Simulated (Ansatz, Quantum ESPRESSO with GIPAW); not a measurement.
## 23Na and 35Cl NMR of NaCl, calculated

Wanted: NMR shieldings for each site of NaCl.

Program: Quantum ESPRESSO with GIPAW 8.0dev (patched build). Level of theory: DFT, PBE, plane-wave PAW (pslibrary 1.0.0 recipes), scalar-relativistic, GIPAW; a patched development version of the program. Results are calculated unless marked as measured.

The database entry behind the starting cell differs from later determinations by our own check (an axis about 0.4 % short against later determinations), so it need not match the best structure at ambient conditions.

## Step 1: The structure

Symmetry: Fm-3m, No. 225, cubic system. The conventional cell has a = 5.620 Å, b = 5.620 Å, c = 5.620 Å, α = 90.00°, β = 90.00°, γ = 90.00°. Nearest to Cl lie 6 Na at 2.81 Å. Na has 6 Cl at 2.81 Å nearest. Farther neighbours and most contacts between anions are not listed.

The cell is an entry of the Crystallography Open Database; it need not be the form that is stable at ambient conditions.

## Step 2: Ground state

GIPAW is a response on top of the ground state, so the wavefunctions come first. Their errors pass straight into the induced current, hence the tight threshold. No empty states are asked for: the response is solved without them. The mesh has a spacing of 0.33 Å⁻¹ at most. The PAW files were made with ld1.x from the pslibrary 1.0.0 recipes, with GIPAW reconstruction switched on.

File run_scf.py:

```python
from ase import Atoms
from ase.calculators.espresso import Espresso, EspressoProfile

atoms = Atoms(
    ['Cl', 'Na'],
    cell=[
        [0.00000000, 2.81000000, 2.81000000],
        [2.81000000, 0.00000000, 2.81000000],
        [2.81000000, 2.81000000, 0.00000000],
    ],
    scaled_positions=[
        [0.50000000, 0.50000000, 0.50000000],
        [0.00000000, 0.00000000, 0.00000000],
    ],
    pbc=True,
)
atoms.calc = Espresso(
    profile=EspressoProfile(command='mpirun -np 4 pw.x -nk 4', pseudo_dir='./'),
    pseudopotentials={
        'Cl': 'Cl.pbe-n-kjpaw_psl.1.0.0-gipaw.UPF',
        'Na': 'Na.pbe-spn-kjpaw_psl.1.0.0-gipaw.UPF',
    },
    input_data={
        'control': {'calculation': 'scf', 'prefix': 'x', 'outdir': './tmp/'},
        'system': {'ecutwfc': 75, 'ecutrho': 450, 'nbnd': 8},
        'electrons': {'conv_thr': 1.0e-10, 'mixing_beta': 0.7, 'electron_maxstep': 100},
    },
    kpts=(6, 6, 6),
    koffset=(0, 0, 0),
)
print('energy', atoms.get_potential_energy(), 'eV')
```

ASE writes espresso.pwi from it and starts pw.x, whose log goes to espresso.pwo.

File espresso.pwi:

```
&CONTROL
   calculation      = 'scf'
   outdir           = './tmp/'
   prefix           = 'x'
   pseudo_dir       = './'
/
&SYSTEM
   nbnd             = 8
   ecutwfc          = 75
   ecutrho          = 450
   ntyp             = 2
   nat              = 2
   ibrav            = 0
/
&ELECTRONS
   electron_maxstep = 100
   conv_thr         = 1e-10
   mixing_beta      = 0.7
/
&IONS
/
&CELL
/
&FCP
/
&RISM
/
ATOMIC_SPECIES
Cl 35.45 Cl.pbe-n-kjpaw_psl.1.0.0-gipaw.UPF
Na 22.98976928 Na.pbe-spn-kjpaw_psl.1.0.0-gipaw.UPF

K_POINTS automatic
6 6 6  0 0 0

CELL_PARAMETERS angstrom
0.00000000000000 2.81000000000000 2.81000000000000
2.81000000000000 0.00000000000000 2.81000000000000
2.81000000000000 2.81000000000000 0.00000000000000

ATOMIC_POSITIONS angstrom
Cl 2.8100000000 2.8100000000 2.8100000000  
Na 0.0000000000 0.0000000000 0.0000000000
```

The run is started by

```sh
$ python run_scf.py
```

Output:

```text
Warning: card &CELL ignored
Warning: card &FCP ignored
Warning: card &RISM ignored

     using ibrav=0 with symmetry is DISCOURAGED, use correct ibrav instead

     bravais-lattice index     =            0
     lattice parameter (alat)  =       7.5097  a.u.
     unit-cell volume          =     299.4646 (a.u.)^3
     number of atoms/cell      =            2
     number of atomic types    =            2
     number of electrons       =        16.00
     number of Kohn-Sham states=            8
     kinetic-energy cutoff     =      75.0000  Ry
     charge density cutoff     =     450.0000  Ry
     scf convergence threshold =      1.0E-10
     mixing beta               =       0.7000
     number of iterations used =            8  plain     mixing
     Exchange-correlation= SLA-PW-PBX-PBC
                           (   1   4   3   4   0   0   0)
[...]
Cl                7.00    35.45000     Cl( 1.00)
     Na                9.00    22.98977     Na( 1.00)

     48 Sym. Ops., with inversion, found
[...]
number of k points=    16
[...]
Dense  grid:    48359 G-vectors     FFT dimensions: (  54,  54,  54)

     Smooth grid:    26301 G-vectors     FFT dimensions: (  45,  45,  45)

     Initial potential from superposition of free atoms

     starting charge      15.9937, renormalised to      16.0000
     Starting wfcs are    9 randomized atomic wfcs

     Self-consistent Calculation

     iteration #  1     ecut=    75.00 Ry     beta= 0.70
     Davidson diagonalization with overlap
     ethr =  1.00E-02,  avg # of iterations =  1.0

     Threshold (ethr) on eigenvalues was too large:
     Diagonalizing with lowered threshold

     Davidson diagonalization with overlap
     ethr =  4.70E-04,  avg # of iterations =  2.2

     total energy              =    -188.82563347 Ry
     estimated scf accuracy    <       0.05340554 Ry

     iteration #  2     ecut=    75.00 Ry     beta= 0.70
     Davidson diagonalization with overlap
     ethr =  3.34E-04,  avg # of iterations =  2.5

     total energy              =    -188.84352723 Ry
     estimated scf accuracy    <       0.01092778 Ry

     iteration #  3     ecut=    75.00 Ry     beta= 0.70
[...]
total energy              =    -188.84571554 Ry
     estimated scf accuracy    <       0.00040480 Ry

[...]
total energy              =    -188.84624698 Ry
[...]
iteration # 18     ecut=    75.00 Ry     beta= 0.70
     Davidson diagonalization with overlap
     ethr =  2.54E-12,  avg # of iterations =  1.8

     total energy              =    -188.84624698 Ry
     estimated scf accuracy    <          1.2E-10 Ry

     iteration # 19     ecut=    75.00 Ry     beta= 0.70
     Davidson diagonalization with overlap
     ethr =  7.81E-13,  avg # of iterations =  1.9

     End of self-consistent calculation
     [one-electron energies left out]

!    total energy              =    -188.84624698 Ry
     total all-electron energy =     -1248.133261 Ry
     estimated scf accuracy    <          6.9E-11 Ry

     The total energy is the sum of the following terms:
     one-electron contribution =     -80.50820472 Ry
     hartree contribution      =      46.99292396 Ry
     xc contribution           =     -25.67839846 Ry
     ewald contribution        =     -69.05088543 Ry
     one-center paw contrib.   =     -60.60168233 Ry

     convergence has been achieved in  19 iterations
[...]
JOB DONE.
```

Elapsed: 12 s, on 4 MPI ranks of Arm Neoverse V1, shared host; peak memory 0.43 GiB; 46 s of CPU time.

It converged in 19 cycles to an estimated accuracy of 7e-11 Ry, on 16 irreducible k-points.

## Step 3: Magnetic response

The job finds the current that a weak uniform field induces (applied as a long wave, q_gipaw) and the field that this current makes at each nucleus. On atoms with p or d valence electrons much of the paramagnetic part arises close to the nucleus, where the PAW partial waves rebuild the true states. pawproj makes the reconstruction use the PAW data sets' own projectors.

File nmr.in:

```
&inputgipaw
  job = 'nmr'
  prefix = 'x'
  tmp_dir = './tmp/'
  restart_mode = 'from_scratch'
  verbosity = 'low'
  q_gipaw = 0.01
  spline_ps = .true.
  conv_threshold = 1.0d-11
  use_nmr_macroscopic_shape = .false.
  pawproj(1) = .true.
  pawproj(2) = .true.
/
```

The run is started by

```sh
$ mpirun -np 4 gipaw.x -in nmr.in > nmr.out
```

Output:

```text
[banner, memory and clock lines left out]
[a note of our patched build left out]

     Parallelizing q-star over 1 images

     IMPORTANT: XC functional enforced from input :
     Exchange-correlation= PBE
                           (   1   4   3   4   0   0   0)
     Any further DFT definition will be discarded
     Please, verify this is what you really want

[...]
alpha_pv=     97.7940 eV

     spline_ps is .false., expect some extrapolation errors

     q-space interpolation up to    90.00 Rydberg

     GIPAW job: nmr
     NMR macroscopic correction: no
[...]
Computing the magnetic susceptibility     isolve=0    ethr=  0.1000E-10
     Starting from scratch
     k-point #    1 of    16      pool #  1    cpu time:       0.7
[...]
End of magnetic susceptibility calculation

     f-sum rule (1st term):
           -13.9595          0.0000          0.0000
             0.0000        -13.9595          0.0000
            -0.0000          0.0000        -13.9595

     f-sum rule (2nd term):
            -0.5366          0.0000         -0.0000
            -0.0000         -0.5366          0.0000
            -0.0000         -0.0000         -0.5366

     f-sum rule (should be   -14.4937):
           -14.4961          0.0000          0.0000
             0.0000        -14.4961          0.0000
            -0.0000          0.0000        -14.4961

[... susceptibilities left out ...]
     Contributions to the NMR chemical shifts: -------------------------------

     Macroscopic shape contribution in ppm:                    0.00
             0.0000          0.0000          0.0000
             0.0000          0.0000          0.0000
             0.0000          0.0000          0.0000

     Core contribution in ppm:

     Atom  1  Cl  pos: (  0.707107  0.707107  0.707107)  core sigma:        1050.85
     Atom  2  Na  pos: (  0.000000  0.000000  0.000000)  core sigma:         377.27

     Bare contribution in ppm:

     Atom  1  Cl  pos: (  0.707107  0.707107  0.707107)  bare sigma:          85.95
[...]
Atom  2  Na  pos: (  0.000000  0.000000  0.000000)  bare sigma:         124.21
[...]
Diamagnetic contribution in ppm:

     Atom  1  Cl  pos: (  0.707107  0.707107  0.707107)  dia sigma:          -8.13
[...]
Atom  2  Na  pos: (  0.000000  0.000000  0.000000)  dia sigma:         108.40
[...]
Paramagnetic contribution in ppm:

     Atom  1  Cl  pos: (  0.707107  0.707107  0.707107)  para sigma:        -317.71
[...]
Atom  2  Na  pos: (  0.000000  0.000000  0.000000)  para sigma:         594.65
[...]
Paramagnetic US occ-occ contribution in ppm:

     Atom  1  Cl  pos: (  0.707107  0.707107  0.707107)  para_oo sigma:          -0.84
[...]
Atom  2  Na  pos: (  0.000000  0.000000  0.000000)  para_oo sigma:          -2.15
[...]
Paramagnetic US L_R Q_R contribution in ppm:

     Atom  1  Cl  pos: (  0.707107  0.707107  0.707107)  para_lq sigma:         153.52
[...]
Atom  2  Na  pos: (  0.000000  0.000000  0.000000)  para_lq sigma:        -665.21
[...]
Total NMR chemical shifts in ppm: ---------------------------------------
     (adopting the Simpson convention for anisotropy and asymmetry)-----------

     Atom  1  Cl  pos: (  0.707107  0.707107  0.707107)  Total sigma:         963.64
           963.6355          0.0000          0.0000
             0.0000        963.6355          0.0000
             0.0000          0.0000        963.6355

     Cl      1    anisotropy:      0.00    eta:    0.0000
[...]
Atom  2  Na  pos: (  0.000000  0.000000  0.000000)  Total sigma:         537.17
           537.1737          0.0000          0.0000
             0.0000        537.1737          0.0000
             0.0000          0.0000        537.1737

     Na      2    anisotropy:      0.00    eta:    0.0000
[...]
```

Run time: 66 s. Hardware: 4 MPI ranks; peak memory 0.34 GiB; 4.4 min of CPU time.

The f-sum rule is met to 0.0024 of 14.5 (0.02 %). Converged shieldings require that this miss be small, but a small miss does not prove them.

From the symmetric part of each tensor, with principal values σ11 ≤ σ22 ≤ σ33: σ_iso is their mean, the span is σ33 − σ11 and the skew 3(σ_iso − σ22)/span. (gipaw.x prints an anisotropy in another convention.)

| site | atom no. | atoms in cell | σ_iso (ppm) | span (ppm) | skew |
| --- | --- | --- | --- | --- | --- |
| Cl | 1 | 1 | 963.6 | 0.0 | - |
| Na | 2 | 1 | 537.2 | 0.0 | - |

The macroscopic shape term is switched off. For a spherical sample the valence susceptibility of this run would add about 9 ppm to every site, a rough estimate, since the susceptibility converges slowly and lacks part of the PAW terms. Differences within the crystal don't depend on it, but shieldings of different compounds can't be compared to better than a few ppm without it.

Cl and Na sit on cubic site symmetry, where the tensor must be isotropic.

The quadrupolar nuclei (23Na and 35Cl) sit on sites where the field gradient vanishes by symmetry, so they have no quadrupolar coupling.

## Step 4: From shieldings to shifts

Covalently bonded atoms count as neighbours within 1.18 times the sum of their radii. Otherwise a cation's neighbours lie within 1.2 times its shortest bond (1.3 for large cations, each anion's radius taken off where they differ), and an anion's are the cations that count it.

| site | atom no. | atoms in cell | surroundings | bonds (Å) | σ_iso (ppm) |
| --- | --- | --- | --- | --- | --- |
| Cl | 1 | 1 | bound to Na6 | 2.810 | 963.6 |
| Na | 2 | 1 | NaCl6 | 2.810 | 537.2 |

## Step 5: Other settings and structures

Each row names what was changed: another mesh tests the sampling of the zone; another functional shows how far the paramagnetic term hangs on the exchange-correlation form; another cutoff tests the basis.

Changes of σ_iso (ppm) against the run above (PBE, cutoffs 75 and 450 Ry, mesh 6×6×6, 5.2 min). Times are CPU times of pw.x and gipaw.x together, on 4 MPI ranks of Arm Neoverse V1, shared host; on a shared host they are rough. A run is marked as doubtful where the f-sum miss passes 0.015 electrons, or that much for each three atoms in larger cells (with Tl, Pb, Hg, Bi or Sn a third of that, or a mesh spacing over 0.26 Å⁻¹), or where the susceptibility is unphysically large.

| run | CPU time | f-sum miss | Cl | Na |
| --- | --- | --- | --- | --- |
| mesh 7×7×7 | 6.4 min | 0.0018 | +0.6 | +0.1 |
| LDA | 4.8 min | 0.0028 | -36.4 | -10.3 |
| cutoffs 55 and 330 Ry (coarse on purpose) | 2.7 min | 0.011 | -0.1 | -2.4 |
| mesh 4×4×4 (marked) | 2.9 min | 0.026 | -16.0 | -1.8 |
| Wu-Cohen | 5 min | 0.0026 | -11.0 | -1.3 |

The largest move is -36.4 ppm, on Cl, from LDA.

## Step 6: A run with a fault

One more run, with a slip of the kind that is easily made.

File scf.in:

```
&control
  calculation = 'scf'
  prefix = 'x'
  outdir = './tmp/'
  pseudo_dir = './'
/
&system
  ibrav = 0
  nat = 2
  ntyp = 2
  ecutwfc = 75
  ecutrho = 450
  nbnd = 8
/
&electrons
  conv_thr = 1.0d-10
  mixing_beta = 0.7
  electron_maxstep = 100
/
ATOMIC_SPECIES
  Cl 35.450 Cl.pbe-n-kjpaw_psl.1.0.0-gipaw.UPF
  Na 22.990 Na.pbe-spn-kjpaw_psl.1.0.0-gipaw.UPF
CELL_PARAMETERS angstrom
  0.00000000 2.81000000 2.81000000
  2.81000000 0.00000000 2.81000000
  2.81000000 2.81000000 0.00000000
ATOMIC_POSITIONS crystal
  Cl 0.50000000 0.50000000 0.50000000
  Na 0.00000000 0.00000000 0.00000000
K_POINTS automatic
  6 6 6 0 0 0
```

The run is started by

```sh
$ mpirun -np 4 pw.x -nk 4 -in scf.in > scf.out
```

This SCF reached its threshold; then the response:

Changes to nmr.in since step 3:

```diff
@@ -1,3 +1,3 @@
 &inputgipaw
-  job = 'nmr'
+  job = 'shielding'
   prefix = 'x'
```

The run is started by

```sh
$ mpirun -np 4 gipaw.x -in nmr.in > nmr.out
```

Output:

```text
[banner, memory and clock lines left out]
[a note of our patched build left out]

     Parallelizing q-star over 1 images

     IMPORTANT: XC functional enforced from input :
     Exchange-correlation= PBE
                           (   1   4   3   4   0   0   0)
     Any further DFT definition will be discarded
     Please, verify this is what you really want

[...]
alpha_pv=     97.7940 eV

     spline_ps is .false., expect some extrapolation errors

     q-space interpolation up to    90.00 Rydberg

     GIPAW job: shielding

     Error in routine gipaw_main:
     wrong or undefined job in input

     stopping ...
```

The job ended after 1.2 s (4 MPI ranks; peak memory 0.32 GiB).

The program stopped with an error: Error in routine gipaw_main: wrong or undefined job in input. The fault: an unknown job. 

## Step 7: Summary of results

- 23Na shielding without shape term: 537.2 ppm
- 35Cl shielding without shape term: 963.6 ppm

23Na has one site (NaCl6), with isotropic shielding 537.2 ppm (shape term left out). A shift needs a reference, δ = σ_ref − σ, fixed on measured compounds; for 23Na of this kind at this level too few were at hand, or they scattered too widely about a line, so none is given. Going to mesh 7×7×7 changes no isotropic shielding by more than 0.61 ppm, so the main run is converged in that respect. A higher cutoff was not carried through on these files. The cheaper run with cutoffs 55 and 330 Ry takes about 50 % of the time and is off by 2.4 ppm on Na. The largest change with the functional is 36.4 ppm in absolute shielding; part of that drops out once each functional has its own reference line. This build of gipaw.x prints that it is not audited and that its numbers are no references by themselves. It also reports spline_ps as false although the input sets it; why was not traced.

[Banner, clock, file and message-heading lines were taken out of the pw.x and gipaw.x logs.]

[Logs are printed without paths, hosts, clocks, repeated set-up lines and the standing remarks that a program may print on its own settings, such as how far it seeks lower states.]

[Hosts, paths, dates, database ids (printed as entryN), source tags and the programs' standing remarks are cut or masked in the printed files.]

[Where no reference line passes its bar on scatter, no shift is given, so a measured shift of this compound may stand uncompared.]
